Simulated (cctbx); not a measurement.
# Lattice, Laue class and space group of a new crystal

Cell: a = 4.5540 Å, b = 7.4690 Å, c = 8.8070 Å, α = 90.00°, β = 90.00°, γ = 90.00°. Expected content of the cell: Au2 Eu2 In6 Cu4.

The data are simulated with cctbx, not measured: Mo Kα, λ = 0.71073 Å, to d = 0.84 Å, 80 % of the full sphere, strongest reflection 40000 counts, noise from counting, a 3 % proportional error and a noise floor of 8 counts (s.d.); no absorption, some extinction.

Tests on the unmerged data give:

```text
1683 reflections to d = 0.840 A
centring   violations  <I/sigma> of those
    A        742 of   842     19.4
    B        704 of   846     18.0
    C        734 of   848     18.5
    I        665 of   833     17.1
    R        973 of  1144     18.4
    F       1090 of  1268     18.6
Laue class    unique    Rint  (classes that these axes allow; Friedel mates merged)
P -1             1013   0.021
P 1 2/m 1         576   0.024
P 1 1 2/m         570   0.025
P 2/m 1 1         601   0.025
P m m m           349   0.027
space group    extra absences  I>4sigma  <I/sigma>
P 2 2 2                 0          0         -  acentric
P 21 2 2                4          0      -0.4  acentric
P 2 21 2                5          0       0.1  acentric
P 21 21 2               9          0      -0.1  acentric
P m m 2                 0          0         -  acentric
P 2 m m                 0          0         -  acentric
P m 2 m                 0          0         -  acentric
P 21 m n               58          0      -0.2  acentric
P m 21 n               58          0      -0.2  acentric
P m m m                 0          0         -  centric
P m m n :1             58          0      -0.2  centric
P m m n :2             58          0      -0.2  centric
Wilson B = 0.33 A^2   <|E^2-1|> = 0.852 (0.968 centric, 0.736 acentric)   E^2>4: 2.4 %
shell (A)         n   <I/sigma>
 8.81 - 1.68     55     36.5
 1.68 - 1.33     47     34.1
 1.33 - 1.16     40     38.6
 1.16 - 1.06     42     36.6
 1.06 - 0.98     39     39.5
 0.98 - 0.92     43     32.9
 0.92 - 0.88     41     31.6
 0.88 - 0.84     42     37.0
```

Q: Read the symmetry from these tables.

Every centring test has many violations, so the lattice is primitive.

Rint stays low (0.021 to 0.027) up to P m m m, the highest class in these axes.

12 settings pass the absence test. The most absences obeyed, 58, belong to P 21 m n, P m 21 n and P m m n, which absences can't tell apart.

⟨|E²−1|⟩ = 0.852 lies between the two ideal values. The Wilson B of 0.33 Å² means U ≈ 0.0042 Å².

The true group is Pmmn (no. 59, origin choice 1), Laue class mmm, centrosymmetric. The tables only narrow the choice to the tied entries; cell content, site symmetry and trial solutions must settle it.

The model is made up (kin elements in a known structure type, no relaxation), so it says nothing on whether the phase exists.

[Logs are printed without paths, hosts, clocks, repeated set-up lines and the standing remarks that a program may print on its own settings, such as how far it seeks lower states.]
